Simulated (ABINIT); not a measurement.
# Al2O3 (Corundum): G0W0 with ABINIT, start to end, part 2 of 3

Wanted: ground state, empty states, screening and self-energy for Al2O3 (Corundum).

ABINIT 10.8.3; PBE and many-body steps on it, plane waves. Known limits of the many-body steps: not at the basis limit; coarse k mesh.

So far. Step 2 (Ground state): The gap is direct, at Γ.

## (3) Bands along the symmetry lines

Level of this step: DFT, PBE, plane waves, norm-conserving pseudopotentials (ABINIT).

The cheap functional maps the bands first; the places of the edges decide which points the dearer methods must see.

Input file run.abi:

```
acell 3*1.0 Angstrom
rprim 
  2.380249999995 1.374237978213 4.331866666707
  -2.380249999995 1.374237978213 4.331866666707
  -0.000000000000 -2.748475956495 4.331866666685
ntypat 2
znucl 13 8
natom 10
typat 1 1 1 1 2 2 2 2 2 2
xred 
  0.352160000000 0.352160000000 0.352160000000
  0.147840000000 0.147840000000 0.147840000000
  0.647840000000 0.647840000000 0.647840000000
  0.852160000000 0.852160000000 0.852160000000
  0.556680000000 0.943320000000 0.250000000000
  0.250000000000 0.556680000000 0.943320000000
  0.943320000000 0.250000000000 0.556680000000
  0.443320000000 0.056680000000 0.750000000000
  0.750000000000 0.443320000000 0.056680000000
  0.056680000000 0.750000000000 0.443320000000
pp_dirpath "pseudos"
pseudos "Al.upf, O.upf"
ecut 36
iscf -2
irdden 1
kptopt 0
nkpt 31
kpt 
  0.00000000 0.00000000 0.00000000
  0.12500000 0.12500000 0.12500000
  0.25000000 0.25000000 0.25000000
  0.37500000 0.37500000 0.37500000
  0.50000000 0.50000000 0.50000000
  0.56655988 0.43344012 0.50000000
  0.63311976 0.36688024 0.50000000
  0.69967964 0.30032036 0.50000000
  0.76623952 0.23376048 0.50000000
  0.50000000 -0.23376048 0.23376048
  0.50000000 -0.17532036 0.17532036
  0.50000000 -0.11688024 0.11688024
  0.50000000 -0.05844012 0.05844012
  0.50000000 0.00000000 0.00000000
  0.37500000 0.00000000 0.00000000
  0.25000000 0.00000000 0.00000000
  0.12500000 0.00000000 0.00000000
  0.00000000 0.00000000 0.00000000
  0.09172006 -0.09172006 0.00000000
  0.18344012 -0.18344012 0.00000000
  0.27516018 -0.27516018 0.00000000
  0.36688024 -0.36688024 -0.00000000
  0.63311976 0.00000000 0.36688024
  0.59983982 0.00000000 0.40016018
  0.56655988 0.00000000 0.43344012
  0.53327994 0.00000000 0.46672006
  0.50000000 0.00000000 0.50000000
  0.37500000 0.00000000 0.37500000
  0.25000000 0.00000000 0.25000000
  0.12500000 0.00000000 0.12500000
  0.00000000 0.00000000 0.00000000
istwfk *1
nband 38
nbdbuf 9
tolwfr 1e-07
nstep 50
prtwf 0
prtvol 0
indata_prefix "in"
outdata_prefix "out"
tmpdata_prefix "tmp"
```

On the command line:

```sh
> OMP_NUM_THREADS=1 mpirun -n 4 abinit run.abi > log
```

Numbers of over 12 decimals in the logs are rounded to 6 here.

What it wrote:

```text
.Version 10.8.3 of ABINIT. v10.8.2 released Aug 2026.

 Symmetries : space group R-3 c (#167); Bravais hR (rhombohedral)
[... echo of the input left out ...]
== DATASET  1 ==================================================================
-   mpi_nproc: 4, omp_nthreads: 1 (-1 if OMP is not activated)

--- !DatasetInfo
iteration_state: {dtset: 1, }
dimensions: {natom: 10, nkpt: 31, mband: 38, nsppol: 1, nspinor: 1, nspden: 1, mpw: 5944, }
cutoff_energies: {ecut:  36.0, pawecutdg:  -1.0, }
electrons: {nelect:   4.80000000E+01, charge:   0.00000000E+00, occopt:   1.00000000E+00, tsmear:   1.00000000E-02, }

 Real(R)+Recip(G) space primitive vectors, cartesian coordinates (Bohr,Bohr^-1):
 R(1)=  4.4980206  2.5969334  8.1860416  G(1)=  0.1111600  0.0641783  0.0407197
 R(2)= -4.4980206  2.5969334  8.1860416  G(2)= -0.1111600  0.0641783  0.0407197
 R(3)=  0.0000000 -5.1938668  8.1860416  G(3)=  0.0000000 -0.1283565  0.0407197
 Unit cell volume ucvol=  5.7372986E+02 bohr^3
 Angles (23,13,12)=  5.52866708E+01  5.52866708E+01  5.52866708E+01 degrees

 getcut: wavevector=  0.0000  0.0000  0.0000  ngfft=  54  54  54
         ecut(hartree)=     36.000   => boxcut(ratio)=   2.06269

--- Pseudopotential description ------------------------------------------------
- Al Generated using ONCVPSP code by D. R. Hamann
- 13.00000   3.00000  171031                  znucl, zion, pspdat
12 -101130 2 -1 1876                          pspcod,pspxc,lmax,lloc,mmax
     nproj     2     2     2
  pspatm : epsatm=    4.08140545
         --- l  ekb(1:nproj) -->
             0    5.126667    0.728291
             1    7.287548    0.832437
             2   -2.770497   -0.637722
 pspatm: atomic psp has been read  and splines computed

- O Generated using ONCVPSP code by D. R. Hamann
-  8.00000   6.00000  171031                  znucl, zion, pspdat
12 -101130 2 -1 936                           pspcod,pspxc,lmax,lloc,mmax
     nproj     2     2     1
  pspatm : epsatm=    6.19545534
         --- l  ekb(1:nproj) -->
[...]
2   -1.331955
 pspatm: atomic psp has been read  and splines computed

--------------------------------------------------------------------------------

================================================================================
 prteigrs : about to open file out_EIG
 Non-SCF case, kpt    1 (  0.00000  0.00000  0.00000), residuals and eigenvalues=
  1.42E-08  9.35E-08  1.86E-08  3.52E-08  1.68E-08  6.69E-08  2.66E-08  7.35E-08
  1.18E-08  1.44E-08  1.94E-08  1.27E-08  4.79E-08  3.45E-08  4.74E-08  5.79E-08
  8.90E-08  3.72E-08  8.58E-08  3.58E-08  5.02E-08  6.05E-08  6.62E-08  4.02E-08
[...]
8.10E-08  1.04E-05  3.64E-05  5.17E-05  1.79E-04  9.83E-05
 -5.1404E-01 -4.2818E-01 -4.1791E-01 -4.1791E-01 -4.0624E-01 -4.0624E-01
 -6.2473E-02 -2.5715E-02 -1.2918E-02 -1.2918E-02  2.8486E-02  3.2059E-02
[...]
--- !ResultsGS
iteration_state: {dtset: 1, }
comment   : Summary of ground state results
lattice_vectors:
- [  4.4980206,   2.5969334,   8.1860416, ]
- [ -4.4980206,   2.5969334,   8.1860416, ]
- [ -0.0000000,  -5.1938668,   8.1860416, ]
lattice_lengths: [   9.69472,    9.69472,    9.69472, ]
lattice_angles: [ 55.287,  55.287,  55.287, ] # degrees, (23, 13, 12)
lattice_volume:   5.7372986E+02
convergence: {deltae:  0.000E+00, res2:  0.000E+00, residm:  9.966E-08, diffor:  0.000E+00, }
etotal    :  -1.09118253E+02
entropy   :   0.00000000E+00
fermie    :   1.90422253E-01
cartesian_stress_tensor: null
pressure_GPa: null
xred      :
- [  3.5216E-01,   3.5216E-01,   3.5216E-01, Al]
- [  1.4784E-01,   1.4784E-01,   1.4784E-01, Al]
- [  6.4784E-01,   6.4784E-01,   6.4784E-01, Al]
- [  8.5216E-01,   8.5216E-01,   8.5216E-01, Al]
- [  5.5668E-01,   9.4332E-01,   2.5000E-01,  O]
- [  2.5000E-01,   5.5668E-01,   9.4332E-01,  O]
- [  9.4332E-01,   2.5000E-01,   5.5668E-01,  O]
- [  4.4332E-01,   5.6680E-02,   7.5000E-01,  O]
- [  7.5000E-01,   4.4332E-01,   5.6680E-02,  O]
- [  5.6680E-02,   7.5000E-01,   4.4332E-01,  O]
cartesian_forces: null
force_length_stats: {min: null, max: null, mean: null, }

 Integrated electronic density in atomic spheres:
 ------------------------------------------------
 Atom  Sphere_radius  Integrated_density
[...]
================================================================================

 ----iterations are completed or convergence reached----

 Mean square residual over all n,k,spin=   51.339E-09; max=  99.662E-09
 reduced coordinates (array xred) for   10 atoms
[...]
0.750000000000      0.443320000000      0.056680000000
       0.056680000000      0.750000000000      0.443320000000

 cartesian coordinates (angstrom) at end:
    1      0.000000    -2.43e-11     4.576530
    2      0.000000    -1.02e-11     1.921270
    3     -0.000000    -4.47e-11     8.419070
[...]
9      0.729975     1.484122     5.414833
   10     -1.650275    -0.109884     5.414833
 length scales=  1.889726125908  1.889726125908  1.889726125908 bohr
              =  1.000000000000  1.000000000000  1.000000000000 angstroms
 prteigrs : about to open file out_EIG
 Eigenvalues (hartree) for nkpt=  31  k points:
 kpt#   1, nband= 38, wtk=  1.00000, kpt=  0.0000  0.0000  0.0000 (reduced coord)
[...]
kpt#   2, nband= 38, wtk=  1.00000, kpt=  0.1250  0.1250  0.1250 (reduced coord)
[...]
kpt#   3, nband= 38, wtk=  1.00000, kpt=  0.2500  0.2500  0.2500 (reduced coord)
[...]
kpt#  30, nband= 38, wtk=  1.00000, kpt=  0.1250  0.0000  0.1250 (reduced coord)
[...]
0.66526    0.67704    0.71601    0.72818    0.73322    0.73748
 kpt#  31, nband= 38, wtk=  1.00000, kpt=  0.0000  0.0000  0.0000 (reduced coord)
[...]
0.13786    0.14281    0.14281    0.17247    0.17247    0.18878    0.18878    0.19042
   0.42070    0.52806    0.58648    0.61540    0.61540    0.62103    0.64669    0.64669
   0.64831    0.68796    0.72774    0.72814    0.73338    0.73484

== END DATASET(S) ==============================================================
================================================================================

 -outvars: echo values of variables after computation  --------
            nband          38
             nkpt          31
          spgroup         167
 [... the other variables as echoed above ...]

 Calculation completed.
```

It took 46 s on 4 MPI ranks of Arm Neoverse V1, shared host; peak memory 0.4 GiB.

Numbers from this step:

| Quantity | Value |
| --- | --- |
| gap | 6.266 eV |
| k of the valence top | 0, 0, 0 |
| k of the conduction bottom | 0, 0, 0 |
| least direct gap | 6.266 eV |

The gap is 6.266 eV, as in the run before at this level.

The electronic bands at the labelled points (eV, zero at the top of the highest filled band):

```tsv
point	band 21	band 22	band 23	band 24	band 25	band 26	band 27	band 28
Γ	-0.49	-0.04	-0.04	0.00	6.27	9.19	10.78	11.56
halfway	-0.50	-0.50	-0.11	-0.11	7.24	9.24	10.63	11.68
T	-0.38	-0.38	-0.38	-0.38	8.71	8.71	11.13	11.13
halfway	-0.85	-0.85	-0.53	-0.53	9.40	9.40	10.83	10.83
H2	-0.84	-0.84	-0.50	-0.50	9.74	9.74	10.15	10.15
jump to H0	-0.84	-0.84	-0.50	-0.50	9.74	9.74	10.15	10.15
halfway	-0.83	-0.83	-0.31	-0.31	9.40	9.40	9.88	9.88
L	-0.90	-0.90	-0.27	-0.27	9.49	9.49	9.68	9.68
halfway	-0.76	-0.44	-0.15	-0.11	7.51	10.09	10.18	10.81
Γ	-0.49	-0.04	-0.04	0.00	6.27	9.19	10.78	11.56
halfway	-0.84	-0.52	-0.17	-0.08	7.92	9.80	10.36	10.50
S0	-0.88	-0.84	-0.56	-0.28	9.54	9.57	9.78	10.26
jump to S2	-0.88	-0.84	-0.56	-0.28	9.54	9.57	9.78	10.26
halfway	-0.95	-0.83	-0.74	-0.26	9.64	9.82	9.84	10.27
F	-1.02	-0.91	-0.74	-0.25	9.68	9.76	9.95	10.44
halfway	-0.96	-0.59	-0.26	-0.17	7.77	10.16	10.20	10.78
Γ	-0.49	-0.04	-0.04	0.00	6.27	9.19	10.78	11.56
```

## (4) Empty states on the mesh, 2×2×2 mesh, 170 bands

The sums over transitions need many empty states on a uniform mesh; this step solves for them.

Input file run.abi:

```
acell 3*1.0 Angstrom
rprim 
  2.380249999995 1.374237978213 4.331866666707
  -2.380249999995 1.374237978213 4.331866666707
  -0.000000000000 -2.748475956495 4.331866666685
ntypat 2
znucl 13 8
natom 10
typat 1 1 1 1 2 2 2 2 2 2
xred 
  0.352160000000 0.352160000000 0.352160000000
  0.147840000000 0.147840000000 0.147840000000
  0.647840000000 0.647840000000 0.647840000000
  0.852160000000 0.852160000000 0.852160000000
  0.556680000000 0.943320000000 0.250000000000
  0.250000000000 0.556680000000 0.943320000000
  0.943320000000 0.250000000000 0.556680000000
  0.443320000000 0.056680000000 0.750000000000
  0.750000000000 0.443320000000 0.056680000000
  0.056680000000 0.750000000000 0.443320000000
pp_dirpath "pseudos"
pseudos "Al.upf, O.upf"
ecut 36
ngkpt 2 2 2
nshiftk 1
shiftk 0 0 0
kptopt 1
chksymbreak 0
iscf -2
irdden 1
istwfk *1
nband 170
nbdbuf 14
tolwfr 1e-09
nstep 60
prtvol 0
indata_prefix "in"
outdata_prefix "out"
tmpdata_prefix "tmp"
```

What it wrote:

```text
.Version 10.8.3 of ABINIT. v10.8.2 released Aug 2026.

 Symmetries : space group R-3 c (#167); Bravais hR (rhombohedral)
[... echo of the input left out ...]
== DATASET  1 ==================================================================
-   mpi_nproc: 4, omp_nthreads: 1 (-1 if OMP is not activated)

--- !DatasetInfo
iteration_state: {dtset: 1, }
dimensions: {natom: 10, nkpt: 4, mband: 170, nsppol: 1, nspinor: 1, nspden: 1, mpw: 5936, }
cutoff_energies: {ecut:  36.0, pawecutdg:  -1.0, }
electrons: {nelect:   4.80000000E+01, charge:   0.00000000E+00, occopt:   1.00000000E+00, tsmear:   1.00000000E-02, }

 Real(R)+Recip(G) space primitive vectors, cartesian coordinates (Bohr,Bohr^-1):
 R(1)=  4.4980206  2.5969334  8.1860416  G(1)=  0.1111600  0.0641783  0.0407197
 R(2)= -4.4980206  2.5969334  8.1860416  G(2)= -0.1111600  0.0641783  0.0407197
 R(3)=  0.0000000 -5.1938668  8.1860416  G(3)=  0.0000000 -0.1283565  0.0407197
 Unit cell volume ucvol=  5.7372986E+02 bohr^3
 Angles (23,13,12)=  5.52866708E+01  5.52866708E+01  5.52866708E+01 degrees

 getcut: wavevector=  0.0000  0.0000  0.0000  ngfft=  54  54  54
         ecut(hartree)=     36.000   => boxcut(ratio)=   2.06269

--- Pseudopotential description ------------------------------------------------
- Al Generated using ONCVPSP code by D. R. Hamann
- 13.00000   3.00000  171031                  znucl, zion, pspdat
12 -101130 2 -1 1876                          pspcod,pspxc,lmax,lloc,mmax
     nproj     2     2     2
  pspatm : epsatm=    4.08140545
         --- l  ekb(1:nproj) -->
             0    5.126667    0.728291
             1    7.287548    0.832437
             2   -2.770497   -0.637722
 pspatm: atomic psp has been read  and splines computed

- O Generated using ONCVPSP code by D. R. Hamann
-  8.00000   6.00000  171031                  znucl, zion, pspdat
12 -101130 2 -1 936                           pspcod,pspxc,lmax,lloc,mmax
     nproj     2     2     1
  pspatm : epsatm=    6.19545534
         --- l  ekb(1:nproj) -->
[...]
2   -1.331955
 pspatm: atomic psp has been read  and splines computed

--------------------------------------------------------------------------------

================================================================================
 prteigrs : about to open file out_EIG
 Non-SCF case, kpt    1 (  0.00000  0.00000  0.00000), residuals and eigenvalues=
  2.17E-10  7.58E-11  6.84E-11  5.51E-10  7.79E-11  2.79E-10  9.33E-11  7.88E-11
  8.44E-11  1.07E-10  1.40E-10  6.86E-11  1.29E-10  9.63E-11  6.15E-11  8.59E-11
  1.61E-10  9.91E-11  9.54E-10  9.75E-11  1.40E-10  1.17E-10  3.04E-10  4.33E-10
[...]
3.56E-04  3.82E-03
 -5.1404E-01 -4.2818E-01 -4.1791E-01 -4.1791E-01 -4.0624E-01 -4.0624E-01
 -6.2473E-02 -2.5715E-02 -1.2918E-02 -1.2918E-02  2.8486E-02  3.2059E-02
  3.2059E-02  6.9048E-02  8.2134E-02  1.3786E-01  1.3786E-01  1.4281E-01
[...]
2.7105E+00  2.7187E+00  2.7187E+00  2.7398E+00  2.7398E+00  2.7691E+00
  2.7691E+00  2.7908E+00  2.8255E+00  2.8740E+00  2.9279E+00  2.9613E+00
  2.9642E+00  2.9680E+00
 prteigrs : prtvol=0 or 1, do not print more k-points.

--- !ResultsGS
iteration_state: {dtset: 1, }
comment   : Summary of ground state results
lattice_vectors:
- [  4.4980206,   2.5969334,   8.1860416, ]
- [ -4.4980206,   2.5969334,   8.1860416, ]
- [ -0.0000000,  -5.1938668,   8.1860416, ]
lattice_lengths: [   9.69472,    9.69472,    9.69472, ]
lattice_angles: [ 55.287,  55.287,  55.287, ] # degrees, (23, 13, 12)
lattice_volume:   5.7372986E+02
convergence: {deltae:  0.000E+00, res2:  0.000E+00, residm:  9.926E-10, diffor:  0.000E+00, }
etotal    :  -1.09118253E+02
entropy   :   0.00000000E+00
fermie    :   1.90422253E-01
cartesian_stress_tensor: null
pressure_GPa: null
xred      :
- [  3.5216E-01,   3.5216E-01,   3.5216E-01, Al]
- [  1.4784E-01,   1.4784E-01,   1.4784E-01, Al]
- [  6.4784E-01,   6.4784E-01,   6.4784E-01, Al]
- [  8.5216E-01,   8.5216E-01,   8.5216E-01, Al]
- [  5.5668E-01,   9.4332E-01,   2.5000E-01,  O]
- [  2.5000E-01,   5.5668E-01,   9.4332E-01,  O]
- [  9.4332E-01,   2.5000E-01,   5.5668E-01,  O]
- [  4.4332E-01,   5.6680E-02,   7.5000E-01,  O]
- [  7.5000E-01,   4.4332E-01,   5.6680E-02,  O]
- [  5.6680E-02,   7.5000E-01,   4.4332E-01,  O]
cartesian_forces: null
force_length_stats: {min: null, max: null, mean: null, }

 Integrated electronic density in atomic spheres:
 ------------------------------------------------
 Atom  Sphere_radius  Integrated_density
[...]
================================================================================

 ----iterations are completed or convergence reached----

 Mean square residual over all n,k,spin=   37.056E-11; max=  99.259E-11
 reduced coordinates (array xred) for   10 atoms
[...]
0.750000000000      0.443320000000      0.056680000000
       0.056680000000      0.750000000000      0.443320000000

 cartesian coordinates (angstrom) at end:
    1      0.000000    -2.43e-11     4.576530
    2      0.000000    -1.02e-11     1.921270
    3     -0.000000    -4.47e-11     8.419070
[...]
9      0.729975     1.484122     5.414833
   10     -1.650275    -0.109884     5.414833
 length scales=  1.889726125908  1.889726125908  1.889726125908 bohr
              =  1.000000000000  1.000000000000  1.000000000000 angstroms
 prteigrs : about to open file out_EIG
 Eigenvalues (hartree) for nkpt=   4  k points:
 kpt#   1, nband=170, wtk=  0.12500, kpt=  0.0000  0.0000  0.0000 (reduced coord)
[...]
2.64352    2.65539    2.68427    2.68427    2.71049    2.71866    2.71866    2.73978
   2.73978    2.76910    2.76910    2.79079    2.82553    2.87396    2.92793    2.96133
   2.96417    2.96802
 prteigrs : prtvol=0 or 1, do not print more k-points.

== END DATASET(S) ==============================================================
================================================================================

 -outvars: echo values of variables after computation  --------
            nband         170
             nkpt           4
          spgroup         167
 [... the other variables as echoed above ...]

 Calculation completed.
```

It took 49 s on 4 MPI ranks; peak memory 0.4 GiB; 3.3 min of CPU time.

Numbers from this step:

```
gap                                                           : 6.266 eV
k of the valence top                                          : 0, 0, 0
k of the conduction bottom                                    : 0, 0, 0
least direct gap                                              : 6.266 eV
k points computed                                             : 4
lowest point of the top converged band, above the valence top : 67.8402 eV
```

On this mesh the gap is 6.266 eV.

## (5) Screening, 2×2×2 mesh, 156 bands, screening to 106.1 eV

The RPA dielectric matrix is built and inverted for each q.

This step: RPA screening on PBE, plane waves, norm-conserving pseudopotentials.

Edit run.abi of step 4 so:

```diff
@@ -28,10 +28,11 @@
 chksymbreak 0
-iscf -2
-irdden 1
 istwfk *1
-nband 170
-nbdbuf 14
-tolwfr 1e-09
-nstep 60
-prtvol 0
+occopt 1
+irdwfk 1
+optdriver 3
+nband 156
+ecuteps 3.9
+inclvkb 2
+awtr 1
+symchi 1
 indata_prefix "in"
```

What it wrote:

```text
.Version 10.8.3 of ABINIT. v10.8.2 released Aug 2026.

 Symmetries : space group R-3 c (#167); Bravais hR (rhombohedral)
[... echo of the input left out ...]
== DATASET  1 ==================================================================
-   mpi_nproc: 4, omp_nthreads: 1 (-1 if OMP is not activated)

--- !DatasetInfo
iteration_state: {dtset: 1, }
dimensions: {natom: 10, nkpt: 4, mband: 156, nsppol: 1, nspinor: 1, nspden: 1, mpw: 5936, }
cutoff_energies: {ecut:  36.0, pawecutdg:  -1.0, }
electrons: {nelect:   4.80000000E+01, charge:   0.00000000E+00, occopt:   1.00000000E+00, tsmear:   1.00000000E-02, }

 SCREENING: Calculation of the susceptibility and dielectric matrices

 Based on a program developped by R.W. Godby, V. Olevano, G. Onida, and L. Reining.
 Incorporated in ABINIT by V. Olevano, G.-M. Rignanese, and M. Torrent.
.Using double precision arithmetic ; gwpc =  8

[... cell and pseudopotentials left out ...]
--------------------------------------------------------------------------------

 ==== K-mesh for the wavefunctions ====
 Number of points in the irreducible wedge :     4
[... list of points left out ...]
 Together with 12 symmetry operations and time-reversal symmetry
 yields     8 points in the full Brillouin Zone.

 ==== Q-mesh for the screening function ====
 Number of points in the irreducible wedge :     4
[... list of points left out ...]
 Together with 12 symmetry operations and time-reversal symmetry
 yields     8 points in the full Brillouin Zone.

 setmesh: FFT mesh size selected  =    36x   36x   36
          total number of points  =        46656

 vcoul_init : cutoff-mode = AUXILIARY_FUNCTION
 q-points for optical limit:   1
     1)      0.000010    0.000020    0.000030

- screening: taking advantage of time-reversal symmetry
- Maximum band index for partially occupied states nbvw = 24
- Remaining bands to be divided among processors   nbcw = 132
- Number of bands treated by each node ~33

 Number of electrons calculated from density =   48.0000; Expected =   48.0000
 average of density, n =  0.083663
 r_s =    1.4184
 omega_plasma =   27.9012 [eV]

 calculating chi0 at frequencies [eV] :
  1    0.000000E+00    0.000000E+00
  2    0.000000E+00    2.790117E+01

--------------------------------------------------------------------------------
  q-point number  1        q = ( 0.000000, 0.000000, 0.000000) [r.l.u.]
--------------------------------------------------------------------------------
[... chi0 elements left out ...]
 For q-point:  0.000010 0.000020 0.000030
  dielectric constant =   3.1330
  dielectric constant without local fields =   3.3286

  Average fulfillment of the sum rule on Im[epsilon] for q-point    1 :     64.70  [%]
[... wings left out ...]
  q-point number  2        q = ( 0.500000, 0.000000, 0.000000) [r.l.u.]
--------------------------------------------------------------------------------
[... chi0 elements left out ...]
  Average fulfillment of the sum rule on Im[epsilon] for q-point    2 :     69.77  [%]

 [... 2 further q-points ...]
```

The job ended after 36 s (4 MPI ranks; peak memory 1.2 GiB; 2.4 min of CPU time).

This step gave:

- ε∞ with local fields, on this mesh, along the program's q direction: 3.133
- the same without local fields: 3.329
- plasma frequency: 27.90 eV
- plane waves in the screening matrix: 205

Local fields lower ε∞ by 6 %. On a Γ-centred mesh this coarse the value itself is usually too large, while a short band sum pulls it down.

(Continued in part 3 of 3.)

[Paths, hosts, dates, memory and timing lines, banners, echoed tables and standing remarks are left out of the program output.]

[Logs are printed without paths, hosts, clocks, repeated set-up lines and the standing remarks that a program may print on its own settings, such as how far it seeks lower states.]

[Runs of the session that timed out or met a known fault of the program may be left out.]

[Hosts, paths, dates, database ids (printed as entryN), source tags and the programs' standing remarks are cut or masked in the printed files.]

[G0W0 gaps are taken among the corrected bands and points alone; a level outside them can change the order at an edge.]

[Where Ansatz stands beside ABINIT at settings called matched, ABINIT's density can come from a denser mesh and the files from another edition; pairs whose starting gaps differed by over 0.03 eV were left out, so agreement reads better than it is.]
